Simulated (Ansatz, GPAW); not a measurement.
# A 10-layer slab of Al(100): work function by functional and basis

Aim: the work function of both faces of a 10-layer slab of Al(100), and its spread over functionals and bases.

Method: Ansatz plane waves; slab in vacuum with a dipole correction, relaxation; PAW set soft_1, in the first sound run; inputs show where later runs differ, in GPAW 26.7.0 and Ansatz 0.2.0.

### Step 1. The starting structure

The cell holds 10 atoms: 10 Al. Cell: a = 2.864 Å, b = 2.864 Å, c = 32.225 Å, α = 90.0°, β = 90.0°, γ = 90.0°. Vacuum lies along c.

### Step 2. Relaxation

Forces are removed first; all later runs use this geometry. The lowest 5 atoms are held at bulk positions and keep their forces.

input.yaml reads:

```yaml
crystal:
  lattice:
    - [2.8637824638, 0.0, 0.0]
    - [0.0, 2.8637824638, 0.0]
    - [0.0, 0.0, 32.225]
  atoms:
    - { symbol: Al, position: [0.5, 0.5, 0.2172226532] }
    - { symbol: Al, position: [0.0, 0.0, 0.2800620636] }
    - { symbol: Al, position: [0.5, 0.5, 0.342901474] }
    - { symbol: Al, position: [0.0, 0.0, 0.4057408844] }
    - { symbol: Al, position: [0.5, 0.5, 0.4685802948] }
    - { symbol: Al, position: [0.0, 0.0, 0.5314197052] }
    - { symbol: Al, position: [0.5, 0.5, 0.5942591156] }
    - { symbol: Al, position: [0.0, 0.0, 0.657098526] }
    - { symbol: Al, position: [0.5, 0.5, 0.7199379364] }
    - { symbol: Al, position: [0.0, 0.0, 0.7827773468] }
kpoints:
  mp_grid: { grid: [11, 11, 1] }
hamiltonian:
  xc: pbe
  pseudopotentials: { kind: paw, azcp: { folder: soft_1 } }
scf:
  occupations: { method: fermi_dirac, width: 0.1 }
efield:
  axis: 3
  dipole_correction: true
  ramp_width: 0.05
relax:
  f_tol: 0.02
  max_steps: 60
  constraints: [{ sites: [0, 1, 2, 3, 4] }]
output:
  write_potential: true
  write_density: true
  volumetric_format: npy
```

Launch:

```
$ ansatz run input.yaml --threads 4 --pin off --max-ram 8192MiB --backend cpu --events-out ev --progress --plain --runs-dir out
```

Numbers of over 12 decimals in the logs are rounded to 6 here.

Log:

```text
Engine: ansatz 0.2.0, aarch64-unknown-linux-gnu
Pseudopotentials: kind: paw
Pseudopotential: Al, paw, valence charge 3, recommended cutoff 420 eV (normal), soft_1/Al.paw.azcp
Functional definition: PBE
  parameter kappa = 0.804
  parameter beta = 0.066725
  exchange = pbe_x(kappa = kappa, mu = beta*pi^2/3)
  correlation = pbe_c(beta = beta)
Crystal: 10 atoms, lattice volume = 264.285 Å³
Basis set: ecut = 420 eV, 5167 PW (Γ), exchange–correlation on 40×40×432 points (8 copies of the dense FFT grid, shifted against one another)
Bands: 25, of which v1, the nominal top of the filled ones, is band 15 counted from 1 (14 counted from 0)
Symmetry: 8 space group operations
k-points: 21 of 121
Non-local potential: Al, projectors of the file, l = 0: 2, l = 1: 2, l = 2: 1
PAW form: soft (Blöchl's): semilocal exchange-correlation on the pseudo side does not see the compensation charge
PAW one-centre angular grid: Al, 110 points (default); XC on 64 Gauss nodes
Initial density: superposition of atomic densities (neutral atoms: chi_scale 0, normalization atom)
Initial wavefunctions: pseudopotential atomic-orbital guess
Functional: x = pbe(κ = 0.804, μ = 0.219515), c = pbe(β = 0.066725)
SCF iter   1: F=—  HF=-5375.098762 eV  |F-HF|=—  |Δ(HF+E_count)|=         —  Δρ=2.01e-2  dr2=1.38e1  ethr=3.10e-3  p=0.000 e·Å  D=4.69e-14 V/Å  ΔV_dip=-0.00 eV  dr2_dipole=2.70e-6  V_vac-E_F(+/−)=6.74/6.74 eV  ⟨swp⟩=9.1  Hψ=3351  notcnv=0  defer=1
efield: sawtooth ramp at fractional position 0.9750 (placed from the atoms, in the widest stretch of the axis that holds none; the zero of the levels goes with the place), width 0.0500; the density the first Hamiltonian is built on has a dipole p = 0.000 e·Å; the dipole correction subtracts the counter field D = 4.69e-14 V/Å, which shifts the + side's vacuum level by -0.00 eV against the − side's; the planar-averaged density in the ramp window peaks in size at 3.8e-6 e/Å³
preconditioner: auto → LDOS  [metal: Δε(μ)=0.021 eV  Ē_g=6.818 eV  σ=0.100 eV  W_gap=0.05  n_scr=18 (ndim 8)  ℏωp=12.5 eV  f_vac=0.283  D(μ)=4.39/eV (n_scr^D=16)  β→1.0]
SCF iter   2: F=—  HF=-5374.155766 eV  |F-HF|=—  |Δ(HF+E_count)|=   9.43e-1  Δρ=7.35e-3  dr2=4.21e-1  ethr=3.10e-3  p=-0.000 e·Å  D=-9.82e-5 V/Å  ΔV_dip=0.00 eV  dr2_dipole=5.03e-6  V_vac-E_F(+/−)=4.03/4.02 eV  ⟨swp⟩=4.8  Hψ=1383  notcnv=0  defer=19
SCF iter   3: F=—  HF=-5374.145680 eV  |F-HF|=—  |Δ(HF+E_count)|=   1.01e-2  Δρ=1.93e-3  dr2=4.18e-2  ethr=1.40e-3  p=-0.000 e·Å  D=-2.64e-5 V/Å  ΔV_dip=0.00 eV  dr2_dipole=3.65e-7  V_vac-E_F(+/−)=4.44/4.44 eV  ⟨swp⟩=3.6  Hψ=944  notcnv=0  defer=20
SCF iter   4: F=—  HF=-5374.139832 eV  |F-HF|=—  |Δ(HF+E_count)|=   5.85e-3  Δρ=3.96e-4  dr2=1.23e-3  ethr=1.39e-4  p=-0.000 e·Å  D=-1.30e-5 V/Å  ΔV_dip=0.00 eV  dr2_dipole=8.24e-8  V_vac-E_F(+/−)=4.30/4.30 eV  ⟨swp⟩=2.9  Hψ=961  notcnv=0  defer=13
SCF iter   5: F=—  HF=-5374.139959 eV  |F-HF|=—  |Δ(HF+E_count)|=   1.28e-4  Δρ=1.07e-4  dr2=7.79e-5  ethr=4.11e-6  p=-0.000 e·Å  D=-4.12e-6 V/Å  ΔV_dip=0.00 eV  dr2_dipole=5.64e-11  V_vac-E_F(+/−)=4.27/4.27 eV  ⟨swp⟩=2.2  Hψ=819  notcnv=0  defer=13
SCF iter   6: F=-5374.139966 eV  HF=-5374.139968 eV  |F-HF|=2.18e-6  |Δ(HF+E_count)|=   8.71e-6  Δρ=1.45e-5  dr2=3.91e-6  ethr=3.33e-8  p=-0.000 e·Å  D=-9.41e-7 V/Å  ΔV_dip=0.00 eV  dr2_dipole=3.17e-10  V_vac-E_F(+/−)=4.26/4.26 eV  ⟨swp⟩=12.5  Hψ=4604  notcnv=0
SCF 1 converged in 6 iterations: F = -5374.139966 eV  dr2 = 3.91e-6
  Residual-converged pass: ⟨swp⟩=1.1  Hψ=611  notcnv=0  max |occ|·‖R‖ = 7.0e-9 eV (tolerance 1.0e-8 eV)  dr2=3.91e-6  dr2_onsite=9.64e-9  max |Δocc| = 1.2e-10
  greatest PAW one-centre occupation: 0.477 electrons in one spin orbital (limit 2), on the Al atom at site 9 (counted from 0), in its partial waves of l = 0
relax step   1: F+E_penalty+E_count = -5374.13996574 eV  Δ(F+E_penalty+E_count) = +0.000e0 eV  max|allowed force component| = 8.610e-2 eV/Å  Δτ_max = 0.0000 Å  (6 SCF iters, dr2 threshold 1.00e-5 eV, accepted)
Initial density: handed on by an earlier stage of this run
Initial wavefunctions: those handed on with the density
iter 1 solved again at ethr=2.42e-5 eV; its pass at ethr=3.10e-3 eV (dr2=7.25e-3 eV) is discarded
SCF iter   1: F=—  HF=-5374.141911 eV  |F-HF|=—  |Δ(HF+E_count)|=         —  Δρ=4.44e-4  dr2=7.24e-3  ethr=2.42e-5  p=-0.000 e·Å  D=-9.41e-7 V/Å  ΔV_dip=0.00 eV  dr2_dipole=1.93e-3  V_vac-E_F(+/−)=4.26/4.26 eV  ⟨swp⟩=1.1  Hψ=1730  notcnv=0  defer=13
efield: sawtooth ramp at fractional position 0.9750 (handed on by an earlier solve), width 0.0500; the density the first Hamiltonian is built on has a dipole p = -0.000 e·Å; the dipole correction subtracts the counter field D = -9.41e-7 V/Å, which shifts the + side's vacuum level by +0.00 eV against the − side's; the planar-averaged density in the ramp window peaks in size at 3.8e-6 e/Å³
preconditioner: auto → LDOS  [metal: Δε(μ)=0.018 eV  Ē_g=6.681 eV  σ=0.100 eV  W_gap=0.05  n_scr=18 (ndim 8)  ℏωp=12.5 eV  f_vac=0.293  D(μ)=4.64/eV (n_scr^D=18)  β→1.0]
SCF iter   2: F=—  HF=-5374.141248 eV  |F-HF|=—  |Δ(HF+E_count)|=   6.63e-4  Δρ=2.36e-4  dr2=3.72e-4  ethr=2.41e-5  p=0.000 e·Å  D=1.75e-5 V/Å  ΔV_dip=-0.00 eV  dr2_dipole=2.04e-6  V_vac-E_F(+/−)=4.26/4.26 eV  ⟨swp⟩=2.0  Hψ=668  notcnv=0  defer=13
SCF iter   3: F=—  HF=-5374.141141 eV  |F-HF|=—  |Δ(HF+E_count)|=   1.07e-4  Δρ=5.93e-5  dr2=6.68e-5  ethr=1.24e-6  p=0.000 e·Å  D=2.37e-4 V/Å  ΔV_dip=-0.01 eV  dr2_dipole=9.23e-6  V_vac-E_F(+/−)=4.25/4.26 eV  ⟨swp⟩=2.5  Hψ=905  notcnv=0  defer=13
SCF iter   4: F=—  HF=-5374.141134 eV  |F-HF|=—  |Δ(HF+E_count)|=   7.58e-6  Δρ=1.95e-5  dr2=9.09e-6  ethr=2.23e-7  p=0.000 e·Å  D=2.47e-4 V/Å  ΔV_dip=-0.01 eV  dr2_dipole=9.23e-7  V_vac-E_F(+/−)=4.25/4.26 eV  ⟨swp⟩=1.7  Hψ=633  notcnv=0  defer=13
SCF iter   5: F=-5374.141133 eV  HF=-5374.141133 eV  |F-HF|=1.11e-7  |Δ(HF+E_count)|=   5.64e-7  Δρ=2.12e-6  dr2=1.02e-7  ethr=1.54e-9  p=0.000 e·Å  D=2.50e-4 V/Å  ΔV_dip=-0.01 eV  dr2_dipole=3.70e-8  V_vac-E_F(+/−)=4.25/4.26 eV  ⟨swp⟩=9.9  Hψ=4211  notcnv=0
SCF 2 converged in 5 iterations: F = -5374.141133 eV  dr2 = 1.02e-7
  greatest PAW one-centre occupation: 0.478 electrons in one spin orbital (limit 2), on the Al atom at site 9 (counted from 0), in its partial waves of l = 0
relax step   2: F+E_penalty+E_count = -5374.14113294 eV  Δ(F+E_penalty+E_count) = -1.167e-3 eV  max|allowed force component| = 2.842e-2 eV/Å  Δτ_max = 0.0190 Å  (5 SCF iters, dr2 threshold 4.63e-7 eV, accepted)
SCF iter   1: F=—  HF=-5374.141408 eV  |F-HF|=—  |Δ(HF+E_count)|=         —  Δρ=1.20e-4  dr2=7.32e-4  ethr=2.13e-5  p=0.000 e·Å  D=2.50e-4 V/Å  ΔV_dip=-0.01 eV  dr2_dipole=1.72e-4  V_vac-E_F(+/−)=4.25/4.26 eV  ⟨swp⟩=2.8  Hψ=1203  notcnv=0  defer=13
efield: sawtooth ramp at fractional position 0.9750 (handed on by an earlier solve), width 0.0500; the density the first Hamiltonian is built on has a dipole p = 0.000 e·Å; the dipole correction subtracts the counter field D = 2.50e-4 V/Å, which shifts the + side's vacuum level by -0.01 eV against the − side's; the planar-averaged density in the ramp window peaks in size at 3.0e-6 e/Å³
preconditioner: auto → LDOS  [metal: Δε(μ)=0.017 eV  Ē_g=6.682 eV  σ=0.100 eV  W_gap=0.04  n_scr=18 (ndim 8)  ℏωp=12.5 eV  f_vac=0.293  D(μ)=4.66/eV (n_scr^D=18)  β→1.0]
SCF iter   2: F=—  HF=-5374.141361 eV  |F-HF|=—  |Δ(HF+E_count)|=   4.70e-5  Δρ=4.85e-5  dr2=2.16e-5  ethr=2.44e-6  p=0.000 e·Å  D=2.40e-4 V/Å  ΔV_dip=-0.01 eV  dr2_dipole=3.16e-6  V_vac-E_F(+/−)=4.25/4.26 eV  ⟨swp⟩=1.1  Hψ=717  notcnv=0  defer=13
SCF iter   3: F=—  HF=-5374.141293 eV  |F-HF|=—  |Δ(HF+E_count)|=   6.86e-5  Δρ=1.80e-5  dr2=4.08e-6  ethr=7.21e-8  p=0.000 e·Å  D=1.92e-4 V/Å  ΔV_dip=-0.01 eV  dr2_dipole=5.58e-7  V_vac-E_F(+/−)=4.26/4.26 eV  ⟨swp⟩=2.3  Hψ=874  notcnv=0  defer=13
SCF iter   4: F=-5374.141292 eV  HF=-5374.141292 eV  |F-HF|=4.12e-9  |Δ(HF+E_count)|=   2.36e-7  Δρ=1.94e-6  dr2=1.97e-8  ethr=3.33e-10  p=0.000 e·Å  D=1.95e-4 V/Å  ΔV_dip=-0.01 eV  dr2_dipole=9.46e-10  V_vac-E_F(+/−)=4.26/4.26 eV  ⟨swp⟩=9.7  Hψ=4104  notcnv=0
SCF 3 converged in 4 iterations: F = -5374.141292 eV  dr2 = 1.97e-8
relax step   3: F+E_penalty+E_count = -5374.14129229 eV  Δ(F+E_penalty+E_count) = -1.594e-4 eV  max|allowed force component| = 1.095e-3 eV/Å  Δτ_max = 0.0064 Å  (4 SCF iters, accepted)
NSCF: frozen V_eff on 21 k-points
the search or the solves at the SCF's close seem to have found levels that the self-consistency loop had missed (the run counts 3). By its estimate they hold under 1e-12 electrons; where the run keeps them, the occupations were computed again with them
WARN: The output density's exchange-correlation potential varies sharply where the density is thin. Do not read a vacuum level from v_tot or v_xc, or from such a field of the output density. On a cell that repeats whose density bears no net charge and no dipole along the vacuum's axis use v_es (v_loc + v_h of the components); under efield.dipole_correction with no amplitude use v_es + v_field, which holds any externa [...]
SCF converged after 4 iterations
Free energy (F): -5374.141292 eV
Harris-Foulkes:  -5374.141292 eV  (|F-HF|=4.12e-9)
Internal energy: -5373.991602 eV  (E = F + TS)
E sigma→0 (E₀):  -5374.066447 eV
Entropy (-TS):   -0.149690 eV (-14.969 meV/atom)
Fermi energy:    3.408940 eV
Dipole field:    D = 0.000231 V/Å  (p = 0.000338 e·Å, saw-weighted, corrected)
Work function:   Φ+ = 4.2549 eV   Φ− = 4.2624 eV
Levels:          The Fermi level and band energies are counted from a zero that moves with the ramp; work functions are not
--- Per-component energies (eV) ---
  E_band       = -25.935567
  E_kinetic    = 219.187433
  E_local      = -7247.405902  (includes V_loc(G=0)·N_el)
  E_nonlocal   = 100.370965
  E_hartree    = 3611.906388
  E_xc         = -373.469136
  E_vxc        = -287.110565  (∫ρ·V_xc dr)
  E_paw        = -4693.823142  (= ΣΔE_a)
  E_vpaw       = -34.793402  (= ΣTr[D̂ρ^β])
  E_aug_tail   = -0.000020  (compensation charges beyond the density's cutoff)
  E_efield     = 0.000000  (sawtooth field / dipole correction)
  E_vefield    = -0.000007  (∫n·V_field dr)
  E_ewald      = 3009.241812
  E_smearing   = -0.149690  (= −TS)
  E_closure    = 0.000000  (closes the sum)
  Σ components = -5374.141292   (vs F -5374.141292, Δ=0.00e0)
--- Forces (eV/Å), atoms counted from 1 ---
  atom   1  Al    -0.00000000     0.00000000    -0.04209293
  atom   2  Al    -0.00000000     0.00000000     0.03108082
  atom   3  Al    -0.00000000     0.00000000    -0.01228701
  atom   4  Al     0.00000000     0.00000000     0.08657635
  atom   5  Al    -0.00000000     0.00000000    -0.06351984
  atom   6  Al     0.00000000     0.00000000    -0.00109536
  atom   7  Al    -0.00000000     0.00000000     0.00083588
  atom   8  Al    -0.00000000     0.00000000    -0.00002558
  atom   9  Al     0.00000000     0.00000000    -0.00018677
  atom  10  Al    -0.00000000     0.00000000     0.00071185
  max |Σ_I F_I| component: 2.58e-6 eV/Å
--- Band table (eV; the first three rows and the last of 21) ---
  k-point 0: bands = [... 11 lower, 3.0813, 4.6022, 6.0156, 6.9775, 7.8590, 8.0679, 8.6891, 8.9462, ... 6 higher]
  k-point 1: bands = [... 11 lower, 3.2196, 4.7351, 6.1411, 6.4681, 6.7120, 7.1066, 7.1222, 7.6099, ... 6 higher]
  k-point 2: bands = [... 11 lower, 3.5543, 4.0689, 4.1720, 4.5915, 5.1024, 5.2413, 5.8275, 6.6089, ... 6 higher]
  k-point 20: bands = [... 11 lower, 2.2753, 2.4828, 2.6422, 2.9690, 3.0852, 3.2198, 3.2877, 3.3959, ... 6 higher]
--- Relaxed structure (3 steps of the walk, 3 accepted, 0 SCFs on fresh bases) ---
  F+E_penalty+E_count = -5374.14129229 eV   max|allowed force component| = 1.095e-3 eV/Å
  atoms:
    - { symbol: Al, position: [0.500000, 0.500000, 0.2172226532] }
    - { symbol: Al, position: [0.0, 0.0, 0.2800620636] }
    - { symbol: Al, position: [0.500000, 0.500000, 0.342901] }
    - { symbol: Al, position: [0.0, 0.0, 0.405741] }
    - { symbol: Al, position: [0.500000, 0.500000, 0.468580] }
    - { symbol: Al, position: [0, 0.0, 0.531743] }
    - { symbol: Al, position: [0.500000, 0.500000, 0.593869] }
    - { symbol: Al, position: [0, 0.0, 0.657040] }
    - { symbol: Al, position: [0.500000, 0.500000, 0.719894] }
    - { symbol: Al, position: [0, 0.0, 0.783242] }
```

It took 7.5 s on 4 threads of Arm Neoverse V2, shared host; peak memory 0.53 GiB; 29 s of CPU time.

Relaxation path:

| step | energy less that of the first step (eV) | largest force component (eV/Å) |
| --- | --- | --- |
| 1 | 0.0000 | 0.0861 |
| 2 | -0.0012 | 0.0284 |
| 3 | -0.0013 | 0.0011 |

The run keeps the 8 symmetry operations that it works with, so distortions that break them were not tested.

The atoms that moved most (Å):

| atom | dx | dy | dz | length |
| --- | --- | --- | --- | --- |
| Al10 | 0.000 | 0.000 | 0.015 | 0.015 |
| Al7 | 0.000 | 0.000 | -0.013 | 0.013 |
| Al6 | 0.000 | 0.000 | 0.010 | 0.010 |

Final coordinates:

```
Al
1.0
     2.86378    0.00000    0.00000
     0.00000    2.86378    0.00000
     0.00000    0.00000   32.22500
Al
10
Direct
  0.50000 0.50000 0.21722
  0.00000 0.00000 0.28006
  0.50000 0.50000 0.34290
  0.00000 0.00000 0.40574
  0.50000 0.50000 0.46858
  0.00000 0.00000 0.53174
  0.50000 0.50000 0.59387
  0.00000 0.00000 0.65704
  0.50000 0.50000 0.71989
  0.00000 0.00000 0.78324
```

Numbers from this step:

```
free energy             : -5374.1413 eV
smearing term TS        : 0.1497 eV
symmetry operations     : 8
upper work function     : 4.255 eV
lower work function     : 4.262 eV
dipole along the normal : 3.38e-4 e·Å
dipole field            : 2.31e-4 V/Å
vacuum level above      : 7.664 eV
vacuum level below      : 7.671 eV
```

The electrostatic potential energy of an electron (with the applied field's), less the Fermi level, planar mean oscillates, so the rows of the table below give means over windows of 1.04 Å about each position, cut where the curve ends. Its first 14 maxima inside the range that stand out by 2 % of the span (Å: eV): 7.0: -4.24, 8.1: -2.07, 9.0: -4.47, 10.0: -2.05, 11.0: -4.46, 12.1: -2.03, 13.1: -4.50, 14.0: -2.09, 15.1: -4.46, 16.1: -1.98, 17.2: -4.46, 18.2: -2.28, 19.1: -4.49, 20.1: -1.95. Its first 14 minima: 6.7: -4.75, 7.5: -4.96, 8.7: -5.11, 9.4: -5.13, 10.7: -5.08, 11.5: -5.12, 12.7: -5.15, 13.4: -5.14, 14.8: -5.09, 15.5: -5.14, 16.7: -5.14, 17.5: -5.10, 18.8: -5.15, 19.5: -5.14.

The electrostatic potential energy of an electron (with the applied field's), less the Fermi level, planar mean by z; means over each step:

z (Å), electrostatic potential energy of an electron (with the applied field's), less the Fermi level, planar mean (eV) and a bar from the least value:
```
     0.52       4.26 ##############################
     1.56       4.26 ##############################
     2.60       4.26 ##############################
     3.64       4.25 ##############################
     4.68       4.07 #############################
     5.72       1.79 ######################
     6.76      -4.25 ##
     7.80      -3.53 ####
     8.84      -4.69 
     9.88      -3.50 ####
    10.92      -4.78 
    11.96      -3.48 ####
    13.00      -4.83 
    14.04      -3.42 #####
    15.08      -4.83 
    16.12      -3.41 #####
    17.16      -4.84 
    18.20      -3.58 ####
    19.24      -4.81 
    20.28      -3.43 #####
    21.32      -4.76 
    22.36      -3.51 ####
    23.40      -4.65 #
    24.44      -3.44 #####
    25.48      -4.24 ##
    26.52       1.78 ######################
    27.56       4.06 #############################
    28.60       4.24 ##############################
    29.64       4.25 ##############################
    30.68       4.26 ##############################
    31.72       4.26 ##############################
```

The valence density, planar mean oscillates, so the rows of the table below give means over windows of 2.01 Å about each position, cut where the curve ends. Its maxima inside the range that stand out by 2 % of the span (Å: e/Å³): 8.1: 0.194, 10.0: 0.196, 12.1: 0.197, 14.2: 0.197, 16.1: 0.195, 18.2: 0.201, 20.1: 0.196, 22.2: 0.196, 24.2: 0.191. Its minima: 9.1: 0.164, 11.0: 0.163, 13.1: 0.163, 15.1: 0.163, 17.2: 0.163, 19.1: 0.163, 21.2: 0.163, 23.1: 0.164.

The valence density, planar mean by z; means over each step:

| z (Å) | valence density, planar mean (e/Å³) |
| --- | --- |
| 1.00 | 1.1e-6 |
| 3.01 | 1.9e-4 |
| 5.02 | 0.0243 |
| 7.03 | 0.160 |
| 9.04 | 0.180 |
| 11.05 | 0.181 |
| 13.06 | 0.180 |
| 15.07 | 0.180 |
| 17.08 | 0.181 |
| 19.09 | 0.181 |
| 21.10 | 0.180 |
| 23.11 | 0.180 |
| 25.12 | 0.163 |
| 27.13 | 0.0281 |
| 29.14 | 2.4e-4 |
| 31.15 | 1.4e-6 |

The relaxation lowered the energy of the cell by 0.00133 eV.

(Continued in part 2 of 3.)

[Logs are printed without paths, hosts, clocks, repeated set-up lines and the standing remarks that a program may print on its own settings, such as how far it seeks lower states.]

[Hosts, paths, dates, database ids (printed as entryN), source tags and the programs' standing remarks are cut or masked in the printed files.]
